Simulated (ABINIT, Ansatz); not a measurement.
# GaAs (F-43m): one start, several treatments of the self-energy

Wanted: the gap of GaAs (F-43m) under several approximations, with cost.

Program: ABINIT 10.8.3. Level of theory: PBE and many-body steps on it, plane waves. Results are calculated unless marked as measured.

**What was measured.**

- Gap 1.51 eV: band-edge emission energy from PL (direct gap at Gamma); photoluminescence, 633 nm excitation; 77 K; bulk crystal (MBE GaAs matrix around a thin InAs wetting layer on semi-insulating GaAs (100)) (“Photoluminescence of InAs/GaAs quantum dots under direct two-photon excitation”, 2020, pmc:7331710).

- Gap 1.418 ± 0.005 eV: direct gap E0 at Gamma from PR; modulated photoreflectance, low-field lineshape fit; 300 K; bulk crystal (semi-insulating GaAs(001) reference substrate) (“Evidence of valence band perturbations in GaAsN/GaAs(001): A combined variable-angle spectroscopic ellipsometry and modulated photoreflectance investigation”, 2008, arxiv:0805.2212).

- Gap 1.412 ± 0.01 eV: direct gap E0 at Gamma from ellipsometry; variable-angle spectroscopic ellipsometry, parametric critical-point fit; 300 K; bulk crystal (semi-insulating GaAs(001) reference substrate with native oxide) (“Evidence of valence band perturbations in GaAsN/GaAs(001): A combined variable-angle spectroscopic ellipsometry and modulated photoreflectance investigation”, 2008, arxiv:0805.2212).

- Gap 1.42 eV: band-edge photoluminescence emission energy of the GaAs substrate; time-integrated photoluminescence; 300 K; bulk crystal ((001) GaAs substrate beneath GaBiAs epilayers) (“Investigation of the anisotropic electron g factor as a probe of the electronic structure of GaBixAs1-x/GaAs epilayers”, 2014, arxiv:1409.8467).

- Gap 1.42 eV: fundamental direct gap E0 at Gamma, seen as sharp points in Psi and Delta; spectroscopic ellipsometry; 300 K; bulk crystal (semi-insulating GaAs (100) substrate) (“Ellipsometric study of the Electronic Structure of GaMnAs and LT-GaAs”, 2004, arxiv:cond-mat/0404304).

### Step 1. Starting point

The structure is cubic, space group F-43m (No. 216). Conventional cell: a = 5.654 Å, b = 5.654 Å, c = 5.654 Å, α = 90.00°, β = 90.00°, γ = 90.00°. Ga has 4 As at 2.45 Å nearest. Nearest to As lie 4 Ga at 2.45 Å. Farther neighbours are not listed.

The cell and positions come from the Crystallography Open Database and are kept as given unless a step says otherwise.

### Step 2. Empty states on the mesh, 4×4×4 mesh, 164 bands

This step: ABINIT 10.8.3; DFT, PBE, plane waves, norm-conserving pseudopotentials.

The sums over transitions need many empty states on a uniform mesh; this step solves for them.

run.abi

```
acell 3*1.0 Angstrom
rprim 
  0.000000000000 2.826850000000 2.826850000000
  2.826850000000 0.000000000000 2.826850000000
  2.826850000000 2.826850000000 0.000000000000
ntypat 2
znucl 31 33
natom 2
typat 1 2
xred 
  0.000000000000 0.000000000000 0.000000000000
  0.250000000000 0.250000000000 0.250000000000
pp_dirpath "pseudos"
pseudos "Ga.upf, As.upf"
ecut 45
ngkpt 4 4 4
nshiftk 1
shiftk 0 0 0
kptopt 1
chksymbreak 0
irdden 1
istwfk *1
nband 164
prtvol 0
optdriver 6
gwr_task "HDIAGO"
paral_kgb 0
occopt 1
indata_prefix "in"
outdata_prefix "out"
tmpdata_prefix "tmp"
```

Started as:

```
$ OMP_NUM_THREADS=1 mpirun -n 4 abinit run.abi > log
```

Output:

```text
.Version 10.8.3 of ABINIT. v10.8.2 released Aug 2026.

 Symmetries : space group F-4 3 m (#216); Bravais cF (face-center cubic)
[... echo of the input left out ...]
== DATASET  1 ==================================================================
-   mpi_nproc: 4, omp_nthreads: 1 (-1 if OMP is not activated)

--- !DatasetInfo
iteration_state: {dtset: 1, }
dimensions: {natom: 2, nkpt: 8, mband: 164, nsppol: 1, nspinor: 1, nspden: 1, mpw: 4477, }
cutoff_energies: {ecut:  45.0, pawecutdg:  -1.0, }
[...]
Direct band gap semiconductor
 Fundamental gap:     0.508 (eV)
   VBM:     5.666 (eV) at k: [ 0.0000E+00,  0.0000E+00,  0.0000E+00]
   CBM:     6.174 (eV) at k: [ 0.0000E+00,  0.0000E+00,  0.0000E+00]
 Direct gap:         0.508 (eV) at k: [ 0.0000E+00,  0.0000E+00,  0.0000E+00]

== END DATASET(S) ==============================================================
================================================================================

 -outvars: echo values of variables after computation  --------
           etotal      0.0000000000E+00
            nband         164
             nkpt           8
          spgroup         216
 [... the other variables as echoed above ...]

 Calculation completed.
```

The job ended after 1.7 min (4 MPI ranks of Arm Neoverse V2, shared host; peak memory 4.4 GiB).

This step gave:

| Quantity | Value |
| --- | --- |
| gap | 0.5078 eV |
| k of the valence top | 0, 0, 0 |
| k of the conduction bottom | 0, 0, 0 |
| least direct gap | 0.5078 eV |
| k points computed | 8 |
| lowest point of the top converged band, above the valence top | 108.1874 eV |

On this mesh the gap is 0.508 eV.

The density comes from a self-consistent run that is not shown.

### Step 3. Screening, 4×4×4 mesh, 77 bands, screening to 141.5 eV

The RPA dielectric matrix is built and inverted for each q.

This step: RPA screening on PBE, plane waves, norm-conserving pseudopotentials.

Changes to run.abi since step 2:

```diff
@@ -20,10 +20,11 @@
 chksymbreak 0
-irdden 1
 istwfk *1
-nband 164
-prtvol 0
-optdriver 6
-gwr_task "HDIAGO"
-paral_kgb 0
 occopt 1
+irdwfk 1
+optdriver 3
+nband 77
+ecuteps 5.2
+inclvkb 2
+awtr 1
+symchi 1
 indata_prefix "in"
```

Output:

```text
.Version 10.8.3 of ABINIT. v10.8.2 released Aug 2026.

 Symmetries : space group F-4 3 m (#216); Bravais cF (face-center cubic)
[... echo of the input left out ...]
== DATASET  1 ==================================================================
-   mpi_nproc: 4, omp_nthreads: 1 (-1 if OMP is not activated)

--- !DatasetInfo
iteration_state: {dtset: 1, }
dimensions: {natom: 2, nkpt: 8, mband: 77, nsppol: 1, nspinor: 1, nspden: 1, mpw: 4477, }
cutoff_energies: {ecut:  45.0, pawecutdg:  -1.0, }
electrons: {nelect:   4.40000000E+01, charge:   0.00000000E+00, occopt:   1.00000000E+00, tsmear:   1.00000000E-02, }

 SCREENING: Calculation of the susceptibility and dielectric matrices

 Based on a program developped by R.W. Godby, V. Olevano, G. Onida, and L. Reining.
 Incorporated in ABINIT by V. Olevano, G.-M. Rignanese, and M. Torrent.
.Using double precision arithmetic ; gwpc =  8

[... cell and pseudopotentials left out ...]
--------------------------------------------------------------------------------

 ==== K-mesh for the wavefunctions ====
 Number of points in the irreducible wedge :     8
[... list of points left out ...]
 Together with 24 symmetry operations and time-reversal symmetry
 yields    64 points in the full Brillouin Zone.

 ==== Q-mesh for the screening function ====
 Number of points in the irreducible wedge :     8
[... list of points left out ...]
 Together with 24 symmetry operations and time-reversal symmetry
 yields    64 points in the full Brillouin Zone.

 setmesh: FFT mesh size selected  =    32x   32x   32
          total number of points  =        32768

 vcoul_init : cutoff-mode = AUXILIARY_FUNCTION
 q-points for optical limit:   1
     1)      0.000010    0.000020    0.000030

- screening: taking advantage of time-reversal symmetry
- Maximum band index for partially occupied states nbvw = 22
- Remaining bands to be divided among processors   nbcw = 55
- Number of bands treated by each node ~13

 Number of electrons calculated from density =   44.0000; Expected =   44.0000
 average of density, n =  0.144317
 r_s =    1.1827
 omega_plasma =   36.6450 [eV]

 calculating chi0 at frequencies [eV] :
  1    0.000000E+00    0.000000E+00
  2    0.000000E+00    3.664498E+01

--------------------------------------------------------------------------------
  q-point number  1        q = ( 0.000000, 0.000000, 0.000000) [r.l.u.]
--------------------------------------------------------------------------------
[... chi0 elements left out ...]
 For q-point:  0.000010 0.000020 0.000030
  dielectric constant = 140.2064
  dielectric constant without local fields = 149.5493

  Average fulfillment of the sum rule on Im[epsilon] for q-point    1 :     26.04  [%]
[... wings left out ...]
  q-point number  2        q = ( 0.250000, 0.000000, 0.000000) [r.l.u.]
--------------------------------------------------------------------------------
[... chi0 elements left out ...]
  Average fulfillment of the sum rule on Im[epsilon] for q-point    2 :     31.37  [%]

 [... 6 further q-points ...]
```

It took 24 s on 4 MPI ranks; peak memory 1 GiB.

Numbers from this step:

- ε∞ with local fields, on this mesh, along the program's q direction: 140.2
- the same without local fields: 149.5
- plasma frequency: 36.65 eV
- plane waves in the screening matrix: 169

Local fields lower ε∞ by 6 %. The value itself is an artefact of the mesh, where one narrow direct gap carries too much weight.

### Step 4. G0W0, Godby-Needs plasmon pole

The self-energy is evaluated for the states that the input lists, and the levels follow from it, in one-shot runs by the linearised quasiparticle equation.

This step: G0W0 on PBE, plane waves, norm-conserving pseudopotentials.

Changes to run.abi since step 3:

```diff
@@ -23,8 +23,15 @@
 irdwfk 1
-optdriver 3
+optdriver 4
 nband 77
+gwcalctyp 0
+ecutsigx 45
+symsigma 1
+nkptgw 1
+kptgw 
+  0.0000000000 0.0000000000 0.0000000000
+bdgw 
+  20 26
 ecuteps 5.2
-inclvkb 2
-awtr 1
-symchi 1
+irdscr 1
+ppmodel 1
 indata_prefix "in"
```

Output:

```text
.Version 10.8.3 of ABINIT. v10.8.2 released Aug 2026.

 Symmetries : space group F-4 3 m (#216); Bravais cF (face-center cubic)
[... echo of the input left out ...]
== DATASET  1 ==================================================================
-   mpi_nproc: 4, omp_nthreads: 1 (-1 if OMP is not activated)

--- !DatasetInfo
iteration_state: {dtset: 1, }
dimensions: {natom: 2, nkpt: 8, mband: 77, nsppol: 1, nspinor: 1, nspden: 1, mpw: 4477, }
cutoff_energies: {ecut:  45.0, pawecutdg:  -1.0, }
electrons: {nelect:   4.40000000E+01, charge:   0.00000000E+00, occopt:   1.00000000E+00, tsmear:   1.00000000E-02, }

 SIGMA: Calculation of the GW corrections

 Based on a program developped by R.W. Godby, V. Olevano, G. Onida, and L. Reining.
 Incorporated in ABINIT by V. Olevano, G.-M. Rignanese, and M. Torrent.
.Using double precision arithmetic ; gwpc =  8

[... cell and pseudopotentials left out ...]
--------------------------------------------------------------------------------

 ==== K-mesh for the wavefunctions ====
 Number of points in the irreducible wedge :     8
[... list of points left out ...]
 Together with 24 symmetry operations and time-reversal symmetry
 yields    64 points in the full Brillouin Zone.

 ==== Q-mesh for screening function ====
 Number of points in the irreducible wedge :     8
[... list of points left out ...]
 Together with 24 symmetry operations and time-reversal symmetry
 yields    64 points in the full Brillouin Zone.

 vcoul_init : cutoff-mode = AUXILIARY_FUNCTION
 q-points for optical limit:   1
     1)      0.000010    0.000020    0.000030
 setmesh: FFT mesh size selected  =    45x   45x   45
          total number of points  =        91125

 Number of electrons calculated from density =   44.0000; Expected =   44.0000
 average of density, n =  0.144317
 r_s =    1.1827
 omega_plasma =   36.6450 [eV]

 === KS Band Gaps ===
  >>>> For spin  1
   Minimum direct gap =   0.5078 [eV], located at k-point      :   0.0000  0.0000  0.0000
   Fundamental gap    =   0.5078 [eV], Top of valence bands at :   0.0000  0.0000  0.0000
                                       Bottom of conduction at :   0.0000  0.0000  0.0000
 SIGMA fundamental parameters:
 PLASMON POLE MODEL  1
 number of plane-waves for SigmaX                 4477
 number of plane-waves for SigmaC and W            169
 number of plane-waves for wavefunctions          4477
 number of bands                                    77
 number of independent spin polarizations            1
 number of spinorial components                      1
 number of k-points in IBZ                           8
 number of q-points in IBZ                           8
 number of symmetry operations                      24
 number of k-points in BZ                           64
 number of q-points in BZ                           64
 number of frequencies for dSigma/dE                 9
 frequency step for dSigma/dE [eV]                0.25
 number of omega for Sigma on real axis              0
 max omega for Sigma on real axis  [eV]           0.00
 zcut for avoiding poles [eV]                     0.10

 EPSILON^-1 parameters (SCR file):
 dimension of the eps^-1 matrix on file            169
 dimension of the eps^-1 matrix used               169
 number of plane-waves for wavefunctions          4477
 number of bands                                    77
 number of q-points in IBZ                           8
 number of frequencies                               2
 number of real frequencies                          1
 number of imag frequencies                          1

 matrix elements of self-energy operator (all in [eV])

 Perturbative Calculation

--- !SelfEnergy_ee
iteration_state: {dtset: 1, }
kpoint     : [   0.000,    0.000,    0.000, ]
spin       : 1
KS_gap     :    0.508
QP_gap     :    1.161
Delta_QP_KS:    0.654
data: !SigmaeeData |
     Band     E0 <VxcDFT>   SigX SigC(E0)      Z dSigC/dE  Sig(E)    E-E0       E
       20   5.666 -14.357 -16.013   1.410   0.798  -0.254 -14.554  -0.197   5.470
       21   5.666 -14.357 -16.013   1.410   0.798  -0.254 -14.554  -0.197   5.470
       22   5.666 -14.357 -16.013   1.410   0.798  -0.254 -14.554  -0.197   5.470
       23   6.174 -14.700 -10.607  -3.523   0.802  -0.247 -14.243   0.457   6.631
       24   9.403 -11.528  -7.015  -4.130   0.802  -0.248 -11.221   0.307   9.710
       25   9.403 -11.528  -7.015  -4.130   0.802  -0.248 -11.221   0.307   9.710
       26   9.403 -11.528  -7.015  -4.130   0.802  -0.248 -11.221   0.307   9.710

== END DATASET(S) ==============================================================
================================================================================

 -outvars: echo values of variables after computation  --------
           etotal      0.0000000000E+00
            nband          77
             nkpt           8
          spgroup         216
 [... the other variables as echoed above ...]

 Calculation completed.
```

The job ended after 4.4 s (4 MPI ranks; peak memory 0.7 GiB).

This step gave:

| Quantity | Value |
| --- | --- |
| G0W0 gap on the points computed | 1.161 eV |
| starting gap on the mesh | 0.5078 eV |
| k of the valence top | 0, 0, 0 |
| k of the conduction bottom | 0, 0, 0 |
| Z at the valence top | 0.798 |
| Z at the conduction bottom | 0.802 |
| least direct G0W0 gap on the computed points | 1.161 eV |

The gap on the mesh goes from 0.51 eV to 1.16 eV, a correction of +0.65 eV.

### Step 5. G0W0, Engel-Farid plasmon pole

Changes to run.abi since step 4:

```diff
@@ -35,3 +35,3 @@
 irdscr 1
-ppmodel 1
+ppmodel 4
 indata_prefix "in"
```

Output:

```text
.Version 10.8.3 of ABINIT. v10.8.2 released Aug 2026.

 Symmetries : space group F-4 3 m (#216); Bravais cF (face-center cubic)
[... echo of the input left out ...]
== DATASET  1 ==================================================================
-   mpi_nproc: 4, omp_nthreads: 1 (-1 if OMP is not activated)

--- !DatasetInfo
iteration_state: {dtset: 1, }
dimensions: {natom: 2, nkpt: 8, mband: 77, nsppol: 1, nspinor: 1, nspden: 1, mpw: 4477, }
cutoff_energies: {ecut:  45.0, pawecutdg:  -1.0, }
electrons: {nelect:   4.40000000E+01, charge:   0.00000000E+00, occopt:   1.00000000E+00, tsmear:   1.00000000E-02, }

 SIGMA: Calculation of the GW corrections

 Based on a program developped by R.W. Godby, V. Olevano, G. Onida, and L. Reining.
 Incorporated in ABINIT by V. Olevano, G.-M. Rignanese, and M. Torrent.
.Using double precision arithmetic ; gwpc =  8

[... cell and pseudopotentials left out ...]
--------------------------------------------------------------------------------

 ==== K-mesh for the wavefunctions ====
 Number of points in the irreducible wedge :     8
[... list of points left out ...]
 Together with 24 symmetry operations and time-reversal symmetry
 yields    64 points in the full Brillouin Zone.

 ==== Q-mesh for screening function ====
 Number of points in the irreducible wedge :     8
[... list of points left out ...]
 Together with 24 symmetry operations and time-reversal symmetry
 yields    64 points in the full Brillouin Zone.

 vcoul_init : cutoff-mode = AUXILIARY_FUNCTION
 q-points for optical limit:   1
     1)      0.000010    0.000020    0.000030
 setmesh: FFT mesh size selected  =    45x   45x   45
          total number of points  =        91125

 Number of electrons calculated from density =   44.0000; Expected =   44.0000
[...]
number of q-points in BZ                           64
 number of frequencies for dSigma/dE                 9
 frequency step for dSigma/dE [eV]                0.25
 number of omega for Sigma on real axis              0
 max omega for Sigma on real axis  [eV]           0.00
 zcut for avoiding poles [eV]                     0.10

 EPSILON^-1 parameters (SCR file):
 dimension of the eps^-1 matrix on file            169
 dimension of the eps^-1 matrix used               169
 number of plane-waves for wavefunctions          4477
 number of bands                                    77
 number of q-points in IBZ                           8
 number of frequencies                               2
 number of real frequencies                          1
 number of imag frequencies                          1

 matrix elements of self-energy operator (all in [eV])

 Perturbative Calculation

--- !SelfEnergy_ee
iteration_state: {dtset: 1, }
kpoint     : [   0.000,    0.000,    0.000, ]
spin       : 1
KS_gap     :    0.508
QP_gap     :    1.085
Delta_QP_KS:    0.578
data: !SigmaeeData |
     Band     E0 <VxcDFT>   SigX SigC(E0)      Z dSigC/dE  Sig(E)    E-E0       E
       20   5.666 -14.357 -16.013   1.224   0.804  -0.244 -14.705  -0.348   5.319
       21   5.666 -14.357 -16.013   1.224   0.804  -0.244 -14.705  -0.348   5.319
       22   5.666 -14.357 -16.013   1.224   0.804  -0.244 -14.705  -0.348   5.319
       23   6.174 -14.700 -10.607  -3.809   0.811  -0.233 -14.470   0.230   6.404
       24   9.403 -11.528  -7.015  -4.257   0.808  -0.238 -11.321   0.207   9.610
       25   9.403 -11.528  -7.015  -4.257   0.808  -0.238 -11.321   0.207   9.610
       26   9.403 -11.528  -7.015  -4.257   0.808  -0.238 -11.321   0.207   9.610

== END DATASET(S) ==============================================================
================================================================================

 -outvars: echo values of variables after computation  --------
           etotal      0.0000000000E+00
            nband          77
             nkpt           8
          spgroup         216
 [... the other variables as echoed above ...]

 Calculation completed.
```

It took 3.7 s on 4 MPI ranks; peak memory 0.82 GiB; 15 s of CPU time.

Numbers from this step:

* G0W0 gap on the points computed: 1.085 eV
* starting gap on the mesh: 0.5078 eV
* k of the valence top: 0, 0, 0
* k of the conduction bottom: 0, 0, 0
* Z at the valence top: 0.804
* Z at the conduction bottom: 0.811
* least direct G0W0 gap on the computed points: 1.085 eV

Against G0W0 in ABINIT (4×4×4 mesh, 77 bands, screening to 141.5 eV, Godby-Needs plasmon pole), the gap moves by −0.076 eV.

[end of part 1 of 2]

[Paths, hosts, dates, memory and timing lines, banners, echoed tables and standing remarks are left out of the program output.]

[Logs are printed without paths, hosts, clocks, repeated set-up lines and the standing remarks that a program may print on its own settings, such as how far it seeks lower states.]

[Runs of the session that timed out or met a known fault of the program may be left out.]

[No measured gap is set beside runs whose start may be inverted or whose files or cutoffs have a known fault.]

[Hosts, paths, dates, database ids (printed as entryN), source tags and the programs' standing remarks are cut or masked in the printed files.]

[G0W0 gaps are taken among the corrected bands and points alone; a level outside them can change the order at an edge.]

[Where Ansatz stands beside ABINIT at settings called matched, ABINIT's density can come from a denser mesh and the files from another edition; pairs whose starting gaps differed by over 0.03 eV were left out, so agreement reads better than it is.]
